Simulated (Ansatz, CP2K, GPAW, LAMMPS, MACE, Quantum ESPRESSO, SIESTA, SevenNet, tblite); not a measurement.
# Running glassy 38BaO-62TiO2 (mol %) (110 atoms) with CP2K

Aim: run glassy 38BaO-62TiO2 (mol %) (110 atoms) in CP2K and see how near its forces come to a plane-wave reference, and at what cost.

Method: the method is named at each step, in CP2K 2026.2.

## 1. The starting structure

The cell holds 110 atoms: 16 Ba, 26 Ti and 68 O. Its edges and angles: a = 11.965 Å, b = 11.965 Å, c = 11.965 Å, α = 90.0°, β = 90.0°, γ = 90.0°. 110 atoms (16 Ba, 26 Ti, 68 O) placed at random at 4.67 g/cm³, melted at 4000 K for 10 ps at fixed volume with the Morse and Coulomb pair potential with partial charges (Pedone, Malavasi, Menziani, Cormack and Segre, J. Phys. Chem. B 110, 11780 (2006)). Quenched from 4000 K to 300 K at 20 K/ps and fixed volume, held 10 ps at zero pressure, then minimised at fixed cell.

The yardstick, on the same geometry:

| Property | Result |
| --- | --- |
| method | Kohn-Sham DFT, PBE, SSSP efficiency 1.3.0 pseudopotentials, plane waves (Quantum ESPRESSO 7.5); sssp-pbe-1.3.0-efficiency, cutoffs 60/480 Ry, Γ point |
| r.m.s. force component | 0.7678 eV/Å |
| longest force | 2.437 eV/Å |
| pressure | 4.134 GPa |
| gap (highest filled to lowest empty level) | 2.497 eV |
| time | 36 min on 1 thread of Arm Neoverse V2, shared host |
| CPU time | 36 min |

## 2. PBE, DZVP-MOLOPT-SR, 800/50 Ry, diagonalisation

Method: Kohn-Sham DFT, PBE, GTH-PBE pseudopotentials, Gaussian and plane waves, DZVP-MOLOPT-SR-GTH, diagonalisation.

File input.inp:

```
&GLOBAL
  PROJECT cell
  RUN_TYPE ENERGY_FORCE
  PRINT_LEVEL LOW
&END GLOBAL
&FORCE_EVAL
  METHOD QS
  STRESS_TENSOR ANALYTICAL
  &DFT
    BASIS_SET_FILE_NAME BASIS_MOLOPT
    POTENTIAL_FILE_NAME GTH_POTENTIALS
    &MGRID
      CUTOFF 800
      REL_CUTOFF 50
      NGRIDS 5
    &END MGRID
    &QS
      EPS_DEFAULT 1.0E-12
    &END QS
    &SCF
      SCF_GUESS ATOMIC
      EPS_SCF 5.0E-06
      MAX_SCF 200
      ADDED_MOS 14
      &DIAGONALIZATION
        ALGORITHM STANDARD
      &END DIAGONALIZATION
      &SMEAR ON
        METHOD FERMI_DIRAC
        ELECTRONIC_TEMPERATURE [K] 580
      &END SMEAR
      &MIXING
        METHOD BROYDEN_MIXING
        ALPHA 0.3
        NBROYDEN 12
      &END MIXING
      &PRINT
        &RESTART OFF
        &END RESTART
      &END PRINT
    &END SCF
    &XC
      &XC_FUNCTIONAL PBE
      &END XC_FUNCTIONAL
    &END XC
    &PRINT
      &MULLIKEN ON
      &END MULLIKEN
      &HIRSHFELD ON
        SHAPE_FUNCTION DENSITY
      &END HIRSHFELD
      &MO ON
        EIGENVALUES T
        OCCUPATION_NUMBERS T
        MO_INDEX_RANGE 429 452
        &EACH
          QS_SCF 0
        &END EACH
        ADD_LAST NUMERIC
      &END MO
    &END PRINT
  &END DFT
  &SUBSYS
    &CELL
      A 11.96473 0.00000 0.00000
      B 0.00000 11.96473 0.00000
      C 0.00000 0.00000 11.96473
    &END CELL
    &TOPOLOGY
      COORD_FILE_NAME structure.xyz
      COORD_FILE_FORMAT XYZ
    &END TOPOLOGY
    &KIND Ba
      BASIS_SET DZVP-MOLOPT-SR-GTH-q10
      POTENTIAL GTH-PBE-q10
    &END KIND
    &KIND Ti
      BASIS_SET DZVP-MOLOPT-SR-GTH-q12
      POTENTIAL GTH-PBE-q12
    &END KIND
    &KIND O
      BASIS_SET DZVP-MOLOPT-SR-GTH-q6
      POTENTIAL GTH-PBE-q6
    &END KIND
  &END SUBSYS
  &PRINT
    &FORCES ON
    &END FORCES
    &STRESS_TENSOR ON
    &END STRESS_TENSOR
  &END PRINT
&END FORCE_EVAL
```

File structure.xyz:

```xyz
110

Ba 8.93071 11.20294 10.08017
Ba 10.53638 5.14017 2.18476
Ba 2.44894 6.18828 1.02071
Ba 1.33957 9.41636 3.01380
Ba 9.96171 5.66123 10.63306
Ba 4.56119 1.60854 0.38849
Ba 5.00186 8.24609 3.64087
Ba 3.93676 5.82383 6.41860
Ba 0.87558 9.89435 9.38645
Ba 6.84825 5.76915 8.57799
Ba 8.24669 2.26648 4.70154
Ba 10.85069 2.39809 9.65362
Ba 0.92739 5.72309 9.31119
Ba 7.23651 1.72340 8.37017
Ba 0.91506 2.93926 6.51468
Ba 6.82839 11.08508 1.03387
Ti 10.52214 11.80416 6.50427
Ti 6.30362 9.44053 7.69081
Ti 4.10977 11.92991 3.49645
Ti 7.22179 10.78836 4.72726
Ti 7.32792 3.51273 11.35931
Ti 9.40212 1.80667 1.24194
Ti 0.17827 11.78586 0.40692
Ti 2.30800 11.39138 6.58060
Ti 10.55193 8.66641 11.73692
Ti 0.95108 6.22250 4.48474
Ti 5.59351 4.46907 2.32582
Ti 3.99861 3.69160 9.56149
Ti 1.25666 7.94350 6.85208
Ti 4.43221 2.39498 6.47388
Ti 7.56781 5.91991 4.68311
Ti 11.69995 1.21956 3.58356
Ti 3.95159 7.61962 9.53421
Ti 4.40673 11.69014 9.38896
Ti 1.45192 3.00004 11.92788
Ti 9.73773 8.45512 8.04102
Ti 6.36631 6.91490 0.19957
Ti 2.59814 3.15905 3.48521
Ti 10.63425 8.91911 4.81772
Ti 8.67993 8.45189 2.15916
Ti 10.12934 5.44108 6.68170
Ti 3.40014 9.95872 0.25401
O 9.51531 8.25614 6.00414
O 9.15098 9.74097 0.68977
O 9.44173 6.52317 7.98861
O 0.05767 7.59808 11.40263
O 1.42632 4.50544 4.08572
O 4.11120 11.13282 1.86159
O 1.28585 6.12367 6.46107
O 6.71209 4.63262 3.70871
O 3.54970 3.32608 5.26281
O 6.01623 1.80500 6.03992
O 10.25940 8.81214 3.10772
O 8.54258 4.97111 5.86942
O 3.00973 11.17290 4.66792
O 10.60877 2.30883 2.56823
[... 50 atom lines left out ...]
O 10.42654 0.85225 0.12898
O 3.36520 0.97919 6.62858
O 10.80918 1.28764 5.14220
O 3.08211 11.09334 8.41097
```

On the command line:

```bash
$ OMP_NUM_THREADS=2 cp2k.psmp -i input.inp > output.txt
```

Numbers of over 12 decimals in the logs are rounded to 6 here.

The log of the run:

```text
CP2K| version string:                                       CP2K version 2026.2
 CP2K| Input file name                                                 input.inp
 GLOBAL| Basis set file name                                        BASIS_MOLOPT
 GLOBAL| Potential file name                                      GTH_POTENTIALS
 GLOBAL| Run type                                                   ENERGY_FORCE
 GLOBAL| Total number of message passing processes                             1
 GLOBAL| Number of threads for this process                                    2
 TOTAL NUMBERS AND MAXIMUM NUMBERS
  Total number of            - Atomic kinds:                                   3
                             - Atoms:                                        110
                             - Shell sets:                                   110
                             - Shells:                                       644
                             - Primitive Cartesian functions:                592
                             - Cartesian basis functions:                   1998
                             - Spherical basis functions:                   1784
  Maximum angular momentum of- Orbital basis functions:                        3
                             - Local part of the GTH pseudopotential:          2
                             - Non-local part of the GTH pseudopotential:      3
 SCF PARAMETERS         Density guess:                                    ATOMIC
                        max_scf:                                             200
                        eps_scf:                                        5.00E-06
                        added MOs                                        14    0
                        Mixing method:                            BROYDEN_MIXING
                                                charge density mixing in g-space
                        Smear method:                                FERMI_DIRAC
                        Electronic temperature [K]:                        580.0
                        Electronic temperature [a.u.]:                  1.84E-03
                        Accuracy threshold:                             1.00E-10
 Extrapolation method: initial_guess
 Number of electrons:                                                        880
 Number of occupied orbitals:                                                440
 Number of molecular orbitals:                                               454
 Number of orbital functions:                                               1784
 Number of independent orbital functions:                                   1784
 SCF WAVEFUNCTION OPTIMIZATION
  Step     Update method      Time    Convergence         Total energy    Change
     1 NoMix/Diag. 0.30E+00   11.3     2.03674650     -3023.9051503398 -3.02E+03
     2 Broy./Diag. 0.30E+00   14.3     0.47496205     -2941.2858465094  8.26E+01
     3 Broy./Diag. 0.30E+00   14.5     0.08108664     -3009.5227978062 -6.82E+01
     4 Broy./Diag. 0.30E+00   14.6     0.07559374     -3016.5903945593 -7.07E+00
[...]
15 Broy./Diag. 0.30E+00   15.5     0.00000890     -3017.9286363580  4.06E-04
    16 Broy./Diag. 0.30E+00   15.4     0.00000268     -3017.9288053426 -1.69E-04
  *** SCF run converged in    16 steps ***
  Electronic density on regular grids:       -879.9999999999        0.0000000001
  Core density on regular grids:              879.9999999995       -0.0000000005
  Total charge density on r-space grids:       -0.0000000004
  Total charge density g-space grids:          -0.0000000004
  Overlap energy of the core charge distribution:               1.4554e-10
  Self energy of the core charge distribution:              -6438.994555
  Core Hamiltonian energy:                                   1674.598817
  Hartree energy:                                            2238.137225
  Exchange-correlation energy:                               -491.670291
  Electronic entropic energy:                                  -6.61e-12
  Fermi energy:                                                 0.248209
  Total energy:                                             -3017.928805
  Total energy (extrapolated to T->0):                      -3017.928805
 MO| EIGENVALUES AND OCCUPATION NUMBERS
 MO|
 MO|  Index      Eigenvalue [a.u.]        Eigenvalue [eV]             Occupation
 MO|    429               0.185659               5.052040               2.000000
 MO|    430               0.186814               5.083464               2.000000
 MO|    431               0.187915               5.113428               2.000000
[...]
MO|    451               0.307457               8.366337               0.000000
 MO|    452               0.311103               8.465547               0.000000
 MO| Sum:                                                             880.000000
 MO| E(Fermi):            0.248209 a.u.          6.754103 eV
 !-----------------------------------------------------------------------------!
                     Mulliken Population Analysis
 #  Atom  Element  Kind  Atomic population                           Net charge
       1     Ba       1          8.722358                              1.277642
       2     Ba       1          8.508547                              1.491453
       3     Ba       1          8.563169                              1.436831
[...]
109     O        3          6.643929                             -0.643929
     110     O        3          6.616156                             -0.616156
 # Total charge                            880.000000                  0.000000
 !-----------------------------------------------------------------------------!
 !-----------------------------------------------------------------------------!
                           Hirshfeld Charges
  #Atom  Element  Kind  Ref Charge     Population                    Net charge
      1       Ba     1      10.000          9.415                         0.585
      2       Ba     1      10.000          9.405                         0.595
      3       Ba     1      10.000          9.395                         0.605
[...]
109       O      3       6.000          6.345                        -0.345
    110       O      3       6.000          6.333                        -0.333
  Total Charge                                                           -0.000
 !-----------------------------------------------------------------------------!
 ENERGY| Total FORCE_EVAL ( QS ) energy [hartree]          -3017.928969
 FORCES| Atomic forces [hartree/bohr]
 FORCES|   Atom     x               y               z               |f|
 FORCES|      1  9.39466526E-03 -2.17126631E-02  2.70115697E-03   2.38116720E-02
 FORCES|      2 -4.72023082E-04  7.48942655E-03  1.78290842E-02   1.93440058E-02
 FORCES|      3  5.19420388E-03  1.64558547E-03  4.08019508E-03   6.80703294E-03
[...]
FORCES|    109 -1.43701816E-02  6.80192669E-03  2.19372937E-02   2.70926776E-02
 FORCES|    110 -3.16458070E-02 -1.34139167E-02 -1.56675628E-02   3.77738373E-02
 FORCES| Sum    -1.30518468E-03  3.22701642E-04 -1.64126404E-04
 FORCES| Total atomic force                                       1.35446701E-03
 STRESS| Analytical stress tensor [bar]
 STRESS|                        x                   y                   z
 STRESS|      x        5.97312562551E+04   7.66732143549E+03   4.76255976812E+03
 STRESS|      y        7.66732143549E+03   5.87660252453E+04  -4.00484019234E+03
 STRESS|      z        4.76255976812E+03  -4.00484019234E+03   3.70867006509E+04
 STRESS| 1/3 Trace                                             5.18613273837E+04
```

The job ended after 4.9 min (2 threads of Arm Neoverse V2, shared host; peak memory 8.4 GiB).

Banners, paths, timers and routine set-up lines are dropped from the logs unmarked, and long logs keep their key lines alone; longer cuts are marked.

Against the reference:

- r.m.s. force component: 0.803 eV/Å
- r.m.s. difference of force components: 58.4 meV/Å
- longest difference of force vectors: 204.3 meV/Å
- force difference over r.m.s. force: 7.606 %
- slope of forces against the reference's: 1.044
- correlation of force components: 0.9982
- gap (highest filled to lowest empty level): 2.434 eV
- gap difference: -0.0624 eV
- pressure: 5.186 GPa
- pressure difference: 1.052 GPa

Length of the force difference by element (eV/Å):

```tsv
element	atoms	mean	most
Ba	16	0.12	0.17
O	68	0.073	0.14
Ti	26	0.12	0.20
```

Levels nearest the highest filled one (eV from it): -0.48, -0.45, -0.42, -0.40, -0.39, -0.33, -0.28, -0.25, -0.17, -0.14, -0.04, 0.00, 2.43, 2.55, 2.63, 2.64, 2.66, 2.73, 2.77, 2.79, 2.81, 2.83, 2.84, 2.94.

The surroundings of O94, picked at random, nearest first, numbered as they follow in the input and with coordinates relative to it.

```tsv
atom	x	y	z	distance (Å)	bonds	Hirshfeld charge (e)	Fx	Fy	Fz (eV/Å)
O94	0.00	0.00	0.00	0.00	3	-0.32	-0.70	-0.35	-0.15
Ti33	0.81	-1.18	-1.17	1.85	5	0.55	-0.07	0.19	0.49
Ti42	0.25	1.16	1.52	1.92	5	0.55	-0.41	0.26	-0.17
O57	2.31	-1.29	0.08	2.65	3	-0.33	-0.24	0.28	-0.81
O59	1.31	2.28	0.39	2.65	4	-0.34	0.94	0.27	1.22
O85	0.38	-0.19	2.66	2.70	4	-0.39	-0.33	-1.04	0.99
O68	-0.67	-1.12	-2.40	2.73	5	-0.34	-0.02	-0.06	0.48
Ba9	-2.27	1.09	-1.32	2.84	11	0.52	0.52	-0.21	-0.10
O75	-1.33	2.02	1.67	2.93	4	-0.31	-0.09	-0.51	0.07
```

Forces lie 7.6 % from the reference's, at 0.24 times its CPU time (on 2 against 1 cores).

## 3. What came out

- force difference from the reference: CP2K PBE, DZVP-MOLOPT-SR, 800/50 Ry, diagonalisation, 7.6 %
- its CPU time: 8.6 min

What this shows: The PBE run in local orbitals differs by 7.6 % (CP2K PBE, DZVP-MOLOPT-SR, 800/50 Ry, diagonalisation); basis, grid and potentials can all enter. One electronic-structure run takes under half the reference's CPU time: CP2K PBE, DZVP-MOLOPT-SR, 800/50 Ry, diagonalisation, at 7.6 % in 8.6 min against 36 min. At the same functional, the gap of CP2K PBE, DZVP-MOLOPT-SR, 800/50 Ry, diagonalisation lies 0.06 eV below the reference's 2.50 eV. The reference's pressure holds the uncorrected Pulay stress of its 60 Ry basis, so small pressure differences, and their order, may be the reference's own error. The quench rate of 20 K/ps is many orders above laboratory rates, so the cell is likely richer in defects and strain than a real sample. The network of bonds at the start is that of the classical potential that made the cell, and needn't be the one that DFT or experiment would give. The reference's pressure of 4.1 GPa belongs to a cell and atoms that aren't relaxed at this level. The electronic-structure runs sample only Γ, in a cell whose shortest periodic width is 12 Å. Spin–orbit coupling is left out, which matters for the levels of the heavy elements.

[Also dropped from logs without a mark: logging warnings of Python, and SIESTA's first energy breakdown and zero terms.]

[Logs are printed without paths, hosts, clocks, repeated set-up lines and the standing remarks that a program may print on its own settings, such as how far it seeks lower states.]

[Hosts, paths, dates, database ids (printed as entryN), source tags and the programs' standing remarks are cut or masked in the printed files.]
